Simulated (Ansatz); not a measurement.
# Screened interactions in TiBr2 (P-3m1)

How strongly is the local Coulomb interaction screened in TiBr2 (P-3m1)?

Program: Ansatz 0.2.0. Level of theory: non-magnetic LDA, then constrained RPA, plane waves, PAW. Results are calculated unless marked as measured.

Report form: the programs' logs are mostly left out.

The database entry behind the starting cell has ideal inner coordinates that were not refined, so it need not match the best structure at ambient conditions.

### Step 1. The structure

It takes space group P-3m1 (No. 164, trigonal). The conventional cell has a = 3.629 Å, b = 3.629 Å, c = 6.492 Å, α = 90.00°, β = 90.00°, γ = 120.00°. Nearest to Ti lie 6 Br at 2.65 Å. Nearest to Br lie 3 Ti at 2.65 Å. Farther neighbours and most contacts between anions are not listed.

The cell and positions come from the Crystallography Open Database and are kept as given unless a step says otherwise. The default PAW set here is soft_2. Its files were made with PBE.

### Step 2. LDA bands and orbital weights

This step: DFT, LDA, plane waves, PAW.

input.yaml

```yaml
crystal:
  lattice:
    - [2.56609051, 0.0, -2.56609051]
    - [-2.56609051, 2.56609051, 0.0]
    - [3.74815795, 3.74815795, 3.74815795]
  atoms:
    - { symbol: Ti, position: [0.0, 0.0, 0.0] }
    - { symbol: Br, position: [0.3333333333, 0.6666666667, 0.25] }
    - { symbol: Br, position: [0.6666666667, 0.3333333333, 0.75] }
kpoints:
  mp_grid: { grid: [12, 12, 4] }
  band_path:
    path:
      - [[0.0, 0.0, 0.0], [0.5, 0.0, 0.0], [0.33333333, 0.33333333, 0.0], [0.0, 0.0, 0.0], [0.0, 0.0, 0.5], [0.5, 0.0, 0.5], [0.33333333, 0.33333333, 0.5], [0.0, 0.0, 0.5]]
      - [[0.5, 0.0, 0.5], [0.5, 0.0, 0.0]]
      - [[0.33333333, 0.33333333, 0.5], [0.33333333, 0.33333333, 0.0]]
    npoints: 10
hamiltonian:
  xc: lda
scf:
  occupations: { method: gaussian, width: 0.08 }
  n_extra_bands: 19
  max_iter: 150
output:
  eigenvalues: true
  forces: true
  stress: true
  fatbands: true
  write_density: true
  write_potential: true
  elf: true
  volumetric_format: npy
```

The run is started by

```console
> ansatz run input.yaml --threads 4 --pin off --max-ram 9216MiB --backend cpu --events-out ev --progress --plain --runs-dir out
```

The job ended after 4.2 s (4 threads of Arm Neoverse V1, shared host; peak memory 0.44 GiB).

Numbers from this step:

- pressure: -6.241 GPa

Electronic bands along the path, in eV, zero at the Fermi level:

| point | band 10 | band 11 | band 12 | band 13 | band 14 | band 15 | band 16 | band 17 |
| --- | --- | --- | --- | --- | --- | --- | --- | --- |
| Γ | -3.68 | -3.12 | -3.12 | -0.23 | -0.08 | -0.08 | 1.29 | 1.29 |
| halfway | -4.39 | -4.01 | -3.77 | -0.53 | 0.37 | 0.44 | 1.39 | 1.44 |
| M | -5.02 | -4.50 | -4.23 | -0.90 | 0.83 | 1.05 | 1.70 | 1.83 |
| halfway | -5.03 | -4.98 | -4.76 | -0.31 | 0.73 | 0.90 | 1.37 | 1.73 |
| K | -5.11 | -5.03 | -5.03 | 0.51 | 0.53 | 0.53 | 1.40 | 1.40 |
| halfway | -4.61 | -4.35 | -3.93 | -0.15 | 0.02 | 0.73 | 1.12 | 1.71 |
| Γ | -3.68 | -3.12 | -3.12 | -0.23 | -0.08 | -0.08 | 1.29 | 1.29 |
| halfway | -4.28 | -3.17 | -3.17 | -0.08 | -0.08 | -0.08 | 1.34 | 1.34 |
| A | -4.26 | -3.22 | -3.22 | -0.09 | -0.09 | -0.01 | 1.40 | 1.40 |
| halfway | -4.40 | -4.39 | -3.76 | -0.53 | 0.46 | 0.52 | 1.10 | 1.39 |
| L | -4.65 | -4.45 | -4.04 | -0.96 | 0.83 | 1.03 | 1.52 | 2.04 |
| halfway | -5.01 | -4.69 | -4.56 | -0.45 | 0.70 | 0.87 | 1.44 | 2.05 |
| H | -5.46 | -4.72 | -4.72 | 0.35 | 0.35 | 0.52 | 1.78 | 1.78 |
| halfway | -4.51 | -4.43 | -4.24 | -0.13 | -0.04 | 0.83 | 1.25 | 1.27 |
| A | -4.26 | -3.22 | -3.22 | -0.09 | -0.09 | -0.01 | 1.40 | 1.40 |
| jump to L | -4.65 | -4.45 | -4.04 | -0.96 | 0.83 | 1.03 | 1.52 | 2.04 |
| halfway | -4.68 | -4.59 | -4.12 | -0.93 | 0.83 | 1.04 | 1.60 | 1.95 |
| M | -5.02 | -4.50 | -4.23 | -0.90 | 0.83 | 1.05 | 1.70 | 1.83 |
| jump to H | -5.46 | -4.72 | -4.72 | 0.35 | 0.35 | 0.52 | 1.78 | 1.78 |
| halfway | -5.26 | -4.86 | -4.86 | 0.43 | 0.43 | 0.52 | 1.59 | 1.59 |
| K | -5.11 | -5.03 | -5.03 | 0.51 | 0.53 | 0.53 | 1.40 | 1.40 |

Of the projections kept (Ti 3d, Br 4p), the largest for each band there; the rest of the weight can lie on other orbitals:

| point | band 10 | band 11 | band 12 | band 13 | band 14 | band 15 | band 16 | band 17 |
| --- | --- | --- | --- | --- | --- | --- | --- | --- |
| Γ | Br 4p 0.99 | Br 4p 0.99 | Br 4p 0.99 | Ti 3d 0.86 | Ti 3d 0.97 | Ti 3d 0.97 | Ti 3d 0.73 | Ti 3d 0.73 |
| M | Br 4p 0.77 | Br 4p 0.77 | Br 4p 0.98 | Ti 3d 0.88 | Ti 3d 1.00 | Ti 3d 0.93 | Ti 3d 0.76 | Ti 3d 0.70 |
| K | Br 4p 0.98 | Br 4p 0.87 | Br 4p 0.87 | Ti 3d 0.94 | Ti 3d 0.89 | Ti 3d 0.89 | Ti 3d 0.78 | Ti 3d 0.78 |
| Γ | Br 4p 0.99 | Br 4p 0.99 | Br 4p 0.99 | Ti 3d 0.86 | Ti 3d 0.97 | Ti 3d 0.97 | Ti 3d 0.73 | Ti 3d 0.73 |
| A | Br 4p 0.73 | Br 4p 0.99 | Br 4p 0.99 | Ti 3d 0.97 | Ti 3d 0.97 | Ti 3d 0.87 | Ti 3d 0.72 | Ti 3d 0.72 |
| L | Br 4p 0.79 | Br 4p 0.97 | Br 4p 0.98 | Ti 3d 0.90 | Ti 3d 1.00 | Ti 3d 0.94 | Ti 3d 0.77 | Ti 3d 0.74 |

Valence density in the ac plane at fractional y = 0.000, with atoms of Ti within 0.2 Å of it. It is the smooth field of the valence electrons, not physical close to the nuclei.

Ten steps, logarithmic in the rise over the least value, from '0' (0.01 × 1e0 e/Å³) to '9' (9.94 × 1e0 e/Å³), each cell a mean:
```
99742111112589
88632211122468
65422222222345
22222233322222
11122333332211
11122333332111
00112233322110
00011223221100
00001122211000
00000111110000
00000000000000
00000000000000
00000000000000
00000011100000
00001112111000
00011222221100
00112233322110
11122333332111
11122333332211
22222233322222
44322222222234
87532222222467
99742111112589
99852111113689
```
Columns run along a (3.6 Å), rows up along c (6.5 Å). Atoms in or near the plane, at fractional coordinates: Ti at (0.00, 0.00).

Electrostatic potential energy in the ac plane at fractional y = 0.000, with atoms of Ti within 0.2 Å of it. With pseudopotentials it is smooth inside the atoms' cores, unlike the true potential.

Ten even steps from '_' (-31 eV) to '@' (12 eV), each cell a mean:
```
____..==##%%@@@@@@%%**--____
__..::++##%%@@@@@@%%##==::__
----++##%%%%@@@@@@%%%%##++--
####%%%%%%%%%%%%%%%%%%%%####
%%%%%%@@%%%%%%%%%%%%@@@@%%%%
@@@@@@@@@@%%%%%%%%%%@@@@@@@@
@@@@@@@@@@%%%%%%%%%%@@@@@@@@
@@@@@@@@@@@@%%%%%%@@@@@@@@@@
@@@@@@@@@@@@@@@@@@@@@@@@@@@@
@@@@@@@@@@@@@@@@@@@@@@@@@@@@
@@@@@@@@@@@@@@@@@@@@@@@@@@@@
@@@@@@@@@@@@@@@@@@@@@@@@@@@@
@@@@@@@@@@@@@@@@@@@@@@@@@@@@
@@@@@@@@@@@@@@@@@@@@@@@@@@@@
@@@@@@@@@@@@@@@@@@@@@@@@@@@@
@@@@@@@@@@@@%%%%%%@@@@@@@@@@
@@@@@@@@@@%%%%%%%%%%@@@@@@@@
@@@@@@@@@@%%%%%%%%%%@@@@@@@@
%%@@@@@@%%%%%%%%%%%%@@@@@@@@
####%%%%%%%%%%%%%%%%%%%%%%##
==++**%%%%%%%%%%%%%%%%##**==
....--**%%%%@@@@@@%%##++::..
____..==##%%@@@@@@%%##--____
______--##%%@@@@@@%%**::____
```
Columns run along a (3.6 Å; values clipped at the 3rd and 97th percentile), rows up along c (6.5 Å). Atoms in or near the plane, at fractional coordinates: Ti at (0.00, 0.00).

### Step 3. Constrained RPA: Ti t2g, bands v1 to c2, 6×6×4 mesh, medium accuracy

Constrained RPA screens the interaction with every transition except those inside the target bands, which a later many-body model would treat itself.

This step: constrained RPA on LDA, plane waves, PAW.

input.yaml, the sections that differ from step 2:

```yaml
kpoints:
  mp_grid: { grid: [12, 12, 4] }
output:
  crpa:
    kmesh: [6, 6, 4]
    target_bands: [v1, c2]
    projections: [{ species: Ti, l: d, shell: 3, orbitals: [dxz, dyz, dxy] }]
  local_orbitals:
    kmesh: [6, 6, 4]
    orbitals: [{ species: Ti, l: d, shell: 3, orbitals: [dxz, dyz, dxy] }]
    window: { bands: [v1, c2] }
    seedname: lo
# crystal, hamiltonian, scf: as in step 2
```

The job ended after 2.9 min (4 threads; peak memory 0.59 GiB; 11 min of CPU time).

Numbers from this step:

* U: 3.307 eV
* U prime (inter-orbital): 2.559 eV
* J: 0.3577 eV
* bare V: 13.91 eV
* bare J: 0.4825 eV
* stated bound on U: 0.007115 eV
* U over bare V: 0.2377
* electrons in the window: 2.000
* head of the constrained inverse dielectric matrix: 0.2249
* least eigenvalue of the projection's overlap: 0.7520
* target functions: 3
* bands in the sums: 30
* r.m.s. miss of the model bands: 0.006249 eV
* width of the target bands: 2.005 eV
* weight of the projected orbitals in the window: 0.9181

On the Ti t2g shell, screening brings the on-site interaction from 13.9 eV down to U = 3.31 eV.

Kanamori averages over each shell's functions. Crpa shells, by row:

| site | element | shell | orbitals | U (eV) | U' (eV) | J (eV) | bare V (eV) | bare V' (eV) | bare J (eV) | bound on U (eV) |
| --- | --- | --- | --- | --- | --- | --- | --- | --- | --- | --- |
| 1 | Ti | 3D | 3 | 3.307 | 2.559 | 0.3577 | 13.91 | 12.92 | 0.4825 | 0.007115 |

Density-density elements U_iijj, eV. U matrix, by row:

| orbital | Ti1 dxz | Ti1 dyz | Ti1 dxy |
| --- | --- | --- | --- |
| Ti1 dxz | 3.307 | 2.559 | 2.559 |
| Ti1 dyz | 2.559 | 3.307 | 2.559 |
| Ti1 dxy | 2.559 | 2.559 | 3.307 |

Exchange elements U_ijji, eV. J matrix, by row:

| orbital | Ti1 dxz | Ti1 dyz | Ti1 dxy |
| --- | --- | --- | --- |
| Ti1 dxz | - | 0.358 | 0.358 |
| Ti1 dyz | 0.358 | - | 0.358 |
| Ti1 dxy | 0.358 | 0.358 | - |

Projected local orbitals of the target window. Electronic bands along the path, in eV, zero at the Fermi level; # counts the bands kept:

| point | #1 | #2 | #3 |
| --- | --- | --- | --- |
| Γ | -0.23 | -0.08 | -0.08 |
| halfway | -0.52 | 0.37 | 0.45 |
| M | -0.90 | 0.83 | 1.05 |
| halfway | -0.30 | 0.71 | 0.90 |
| K | 0.51 | 0.53 | 0.53 |
| halfway | -0.15 | 0.02 | 0.73 |
| Γ | -0.23 | -0.08 | -0.08 |
| halfway | -0.08 | -0.08 | -0.08 |
| A | -0.09 | -0.09 | -0.01 |
| halfway | -0.53 | 0.46 | 0.54 |
| L | -0.96 | 0.83 | 1.03 |
| halfway | -0.44 | 0.68 | 0.87 |
| H | 0.35 | 0.35 | 0.52 |
| halfway | -0.13 | -0.04 | 0.83 |
| A | -0.09 | -0.09 | -0.01 |
| jump to L | -0.96 | 0.83 | 1.03 |
| halfway | -0.93 | 0.83 | 1.04 |
| M | -0.90 | 0.83 | 1.05 |
| jump to H | 0.35 | 0.35 | 0.52 |
| halfway | 0.43 | 0.43 | 0.52 |
| K | 0.51 | 0.53 | 0.53 |

The same for Kohn-Sham, solved directly:

| point | #1 | #2 | #3 |
| --- | --- | --- | --- |
| Γ | -0.23 | -0.08 | -0.08 |
| M | -0.90 | 0.83 | 1.05 |
| K | 0.51 | 0.53 | 0.53 |
| Γ | -0.23 | -0.08 | -0.08 |
| A | -0.09 | -0.09 | -0.01 |
| L | -0.96 | 0.83 | 1.03 |
| H | 0.35 | 0.35 | 0.52 |
| A | -0.09 | -0.09 | -0.01 |
| L | -0.96 | 0.83 | 1.03 |
| M | -0.90 | 0.83 | 1.05 |
| H | 0.35 | 0.35 | 0.52 |
| K | 0.51 | 0.53 | 0.53 |

Onsite levels, by row:

| orbital | level less Fermi level (eV) |
| --- | --- |
| Ti1 dxz | 0.2515 |
| Ti1 dyz | 0.2515 |
| Ti1 dxy | 0.2515 |

Largest distinct elements between sites. Hoppings, by row:

| from | to | cell | distance (Å) | t (eV) |
| --- | --- | --- | --- | --- |
| Ti1 dxy | Ti1 dxy | 0 -1 0 | 3.629 | -0.3527 |
| Ti1 dyz | Ti1 dyz | -1 0 0 | 3.629 | 0.0944 |
| Ti1 dyz | Ti1 dyz | 2 2 0 | 7.258 | -0.0202 |
| Ti1 dyz | Ti1 dyz | 0 1 1 | 7.437 | -0.0173 |
| Ti1 dxy | Ti1 dxz | 0 0 -1 | 6.492 | -0.0146 |
| Ti1 dxz | Ti1 dxy | 0 -1 0 | 3.629 | -0.0106 |
| Ti1 dxy | Ti1 dxy | 0 -3 0 | 10.89 | -0.0104 |
| Ti1 dxz | Ti1 dxz | 2 1 0 | 6.286 | 0.0098 |
| Ti1 dxy | Ti1 dyz | -1 -1 -1 | 7.437 | -0.0098 |
| Ti1 dxy | Ti1 dyz | -1 0 0 | 3.629 | 0.008 |
| Ti1 dxy | Ti1 dyz | 2 0 0 | 7.258 | -0.0069 |
| Ti1 dyz | Ti1 dyz | 1 2 1 | 9.036 | 0.0069 |

### Step 4. Constrained RPA: Ti d, bands v1 to c4, 6×6×4 mesh, medium accuracy

input.yaml, the sections that differ from step 3:

```yaml
output:
  crpa:
    kmesh: [6, 6, 4]
    target_bands: [v1, c4]
    projections: [{ species: Ti, l: d, shell: 3 }]
  local_orbitals:
    kmesh: [6, 6, 4]
    orbitals: [{ species: Ti, l: d, shell: 3 }]
    window: { bands: [v1, c4] }
    seedname: lo
# crystal, kpoints, hamiltonian, scf: as in step 3
```

Run time: 6.8 min. Hardware: 4 threads; peak memory 0.65 GiB; 27 min of CPU time.

Numbers from this step:

```
U                                                 : 3.944 eV
U prime (inter-orbital)                           : 3.200 eV
J                                                 : 0.3617 eV
bare V                                            : 14.26 eV
bare J                                            : 0.4631 eV
stated bound on U                                 : 0.006461 eV
U over bare V                                     : 0.2765
electrons in the window                           : 2.000
head of the constrained inverse dielectric matrix : 0.2491
least eigenvalue of the projection's overlap      : 0.6915
target functions                                  : 5
bands in the sums                                 : 34
r.m.s. miss of the model bands                    : 0.006802 eV
width of the target bands                         : 3.019 eV
weight of the projected orbitals in the window    : 0.8514
```

On the Ti d shell, screening brings the on-site interaction from 14.3 eV down to U = 3.94 eV.

Kanamori averages over each shell's functions. Crpa shells, by row:

| site | element | shell | orbitals | U (eV) | U' (eV) | J (eV) | bare V (eV) | bare V' (eV) | bare J (eV) | bound on U (eV) |
| --- | --- | --- | --- | --- | --- | --- | --- | --- | --- | --- |
| 1 | Ti | 3D | 5 | 3.944 | 3.2 | 0.3617 | 14.26 | 13.29 | 0.4631 | 0.006461 |

Density-density elements U_iijj, eV. U matrix, by row:

| orbital | Ti1 dz2 | Ti1 dxz | Ti1 dyz | Ti1 dx2-y2 | Ti1 dxy |
| --- | --- | --- | --- | --- | --- |
| Ti1 dz2 | 3.799 | 3.314 | 3.314 | 2.953 | 3.036 |
| Ti1 dxz | 3.314 | 4.04 | 3.238 | 3.129 | 3.238 |
| Ti1 dyz | 3.314 | 3.238 | 4.04 | 3.129 | 3.238 |
| Ti1 dx2-y2 | 2.953 | 3.129 | 3.129 | 3.799 | 3.407 |
| Ti1 dxy | 3.036 | 3.238 | 3.238 | 3.407 | 4.04 |

Exchange elements U_ijji, eV. J matrix, by row:

| orbital | Ti1 dz2 | Ti1 dxz | Ti1 dyz | Ti1 dx2-y2 | Ti1 dxy |
| --- | --- | --- | --- | --- | --- |
| Ti1 dz2 | - | 0.288 | 0.288 | 0.423 | 0.423 |
| Ti1 dxz | 0.288 | - | 0.398 | 0.378 | 0.398 |
| Ti1 dyz | 0.288 | 0.398 | - | 0.378 | 0.398 |
| Ti1 dx2-y2 | 0.423 | 0.378 | 0.378 | - | 0.244 |
| Ti1 dxy | 0.423 | 0.398 | 0.398 | 0.244 | - |

Projected local orbitals of the target window. The electronic bands at the labelled points (eV, zero at the Fermi level; # counts the bands kept):

| point | #1 | #2 | #3 | #4 | #5 |
| --- | --- | --- | --- | --- | --- |
| Γ | -0.23 | -0.08 | -0.08 | 1.29 | 1.29 |
| halfway | -0.52 | 0.37 | 0.44 | 1.38 | 1.44 |
| M | -0.90 | 0.83 | 1.05 | 1.70 | 1.83 |
| halfway | -0.31 | 0.73 | 0.89 | 1.38 | 1.74 |
| K | 0.51 | 0.53 | 0.53 | 1.40 | 1.40 |
| halfway | -0.15 | 0.02 | 0.73 | 1.12 | 1.71 |
| Γ | -0.23 | -0.08 | -0.08 | 1.29 | 1.29 |
| halfway | -0.08 | -0.08 | -0.08 | 1.34 | 1.34 |
| A | -0.09 | -0.09 | -0.01 | 1.40 | 1.40 |
| halfway | -0.53 | 0.47 | 0.51 | 1.08 | 1.39 |
| L | -0.96 | 0.83 | 1.03 | 1.52 | 2.04 |
| halfway | -0.44 | 0.70 | 0.87 | 1.44 | 2.03 |
| H | 0.35 | 0.35 | 0.52 | 1.78 | 1.78 |
| halfway | -0.13 | -0.04 | 0.83 | 1.25 | 1.27 |
| A | -0.09 | -0.09 | -0.01 | 1.40 | 1.40 |
| jump to L | -0.96 | 0.83 | 1.03 | 1.52 | 2.04 |
| halfway | -0.93 | 0.83 | 1.04 | 1.60 | 1.95 |
| M | -0.90 | 0.83 | 1.05 | 1.70 | 1.83 |
| jump to H | 0.35 | 0.35 | 0.52 | 1.78 | 1.78 |
| halfway | 0.43 | 0.43 | 0.52 | 1.59 | 1.59 |
| K | 0.51 | 0.53 | 0.53 | 1.40 | 1.40 |

The same for Kohn-Sham, solved directly:

| point | #1 | #2 | #3 | #4 | #5 |
| --- | --- | --- | --- | --- | --- |
| Γ | -0.23 | -0.08 | -0.08 | 1.29 | 1.29 |
| M | -0.90 | 0.83 | 1.05 | 1.70 | 1.83 |
| K | 0.51 | 0.53 | 0.53 | 1.40 | 1.40 |
| Γ | -0.23 | -0.08 | -0.08 | 1.29 | 1.29 |
| A | -0.09 | -0.09 | -0.01 | 1.40 | 1.40 |
| L | -0.96 | 0.83 | 1.03 | 1.52 | 2.04 |
| H | 0.35 | 0.35 | 0.52 | 1.78 | 1.78 |
| A | -0.09 | -0.09 | -0.01 | 1.40 | 1.40 |
| L | -0.96 | 0.83 | 1.03 | 1.52 | 2.04 |
| M | -0.90 | 0.83 | 1.05 | 1.70 | 1.83 |
| H | 0.35 | 0.35 | 0.52 | 1.78 | 1.78 |
| K | 0.51 | 0.53 | 0.53 | 1.40 | 1.40 |

Onsite levels, by row:

| orbital | level less Fermi level (eV) |
| --- | --- |
| Ti1 dz2 | 1.445 |
| Ti1 dxz | 0.2799 |
| Ti1 dyz | 0.2799 |
| Ti1 dx2-y2 | 1.445 |
| Ti1 dxy | 0.2799 |

Largest distinct elements between sites. Hoppings, by row:

| from | to | cell | distance (Å) | t (eV) |
| --- | --- | --- | --- | --- |
| Ti1 dxy | Ti1 dxy | 0 1 0 | 3.629 | -0.3651 |
| Ti1 dx2-y2 | Ti1 dx2-y2 | 0 1 0 | 3.629 | -0.1134 |
| Ti1 dyz | Ti1 dyz | -1 0 0 | 3.629 | 0.0958 |
| Ti1 dz2 | Ti1 dz2 | 1 1 0 | 3.629 | -0.0849 |
| Ti1 dx2-y2 | Ti1 dx2-y2 | 0 -2 0 | 7.258 | 0.0767 |
| Ti1 dz2 | Ti1 dxy | 0 1 0 | 3.629 | 0.071 |
| Ti1 dxz | Ti1 dx2-y2 | -1 0 0 | 3.629 | -0.0615 |
| Ti1 dz2 | Ti1 dz2 | 2 1 -1 | 9.036 | -0.0557 |
| Ti1 dz2 | Ti1 dz2 | -2 -2 0 | 7.258 | 0.0507 |
| Ti1 dx2-y2 | Ti1 dz2 | -1 0 0 | 3.629 | 0.0493 |
| Ti1 dz2 | Ti1 dx2-y2 | -2 0 0 | 7.258 | -0.045 |
| Ti1 dx2-y2 | Ti1 dx2-y2 | 1 -1 1 | 9.036 | -0.0418 |

### Step 5. The windows together

Times are wall times on 4 threads of Arm Neoverse V1, shared host, good to a factor of about two.

| target | bands | functions | width (eV) | bare V (eV) | U (eV) | U′ (eV) | J (eV) | U/V | time |
| --- | --- | --- | --- | --- | --- | --- | --- | --- | --- |
| Ti t2g | v1–c2 | 3 | 2.01 | 13.91 | 3.31 | 2.56 | 0.36 | 0.24 | 2.9 min |
| Ti d | v1–c4 | 5 | 3.02 | 14.26 | 3.94 | 3.20 | 0.36 | 0.28 | 6.8 min |

### Step 6. Summary of results

```yaml
ti_t2g: U 3.31 eV, U′ 2.56 eV, J 0.36 eV, bare V 13.9 eV
ti_d: U 3.94 eV, U′ 3.20 eV, J 0.36 eV, bare V 14.3 eV
method: constrained RPA on non-magnetic LDA, 6×6×4 mesh, static
```

**Reading.** For Ti t2g, screening cuts the on-site interaction from 13.91 eV to 3.31 eV (24 %), while J goes only from 0.48 eV to 0.36 eV: the monopole is screened far more than the multipoles. U − 2J differs from U′ by +0.03 eV, so the Kanamori relation holds well. U is 1.6 times the width of the target bands. With the window Ti d U becomes 3.94 eV and the bare V 14.26 eV, so U/V goes from 0.24 to 0.28. The parent state is non-magnetic and the interaction static (zero frequency); U depends on the window and the orbitals, so it belongs to this model alone. The bands cross the Fermi level under this constraint, which need not be the crystal's state: magnetic order, correlation or a lattice distortion may open a gap.

[Paths, hosts, dates, memory and timing lines, banners, echoed tables and standing remarks are left out of the program output.]

[Logs are printed without paths, hosts, clocks, repeated set-up lines and the standing remarks that a program may print on its own settings, such as how far it seeks lower states.]

[Runs of the session that timed out or met a known fault of the program may be left out.]

[Hosts, paths, dates, database ids (printed as entryN), source tags and the programs' standing remarks are cut or masked in the printed files.]
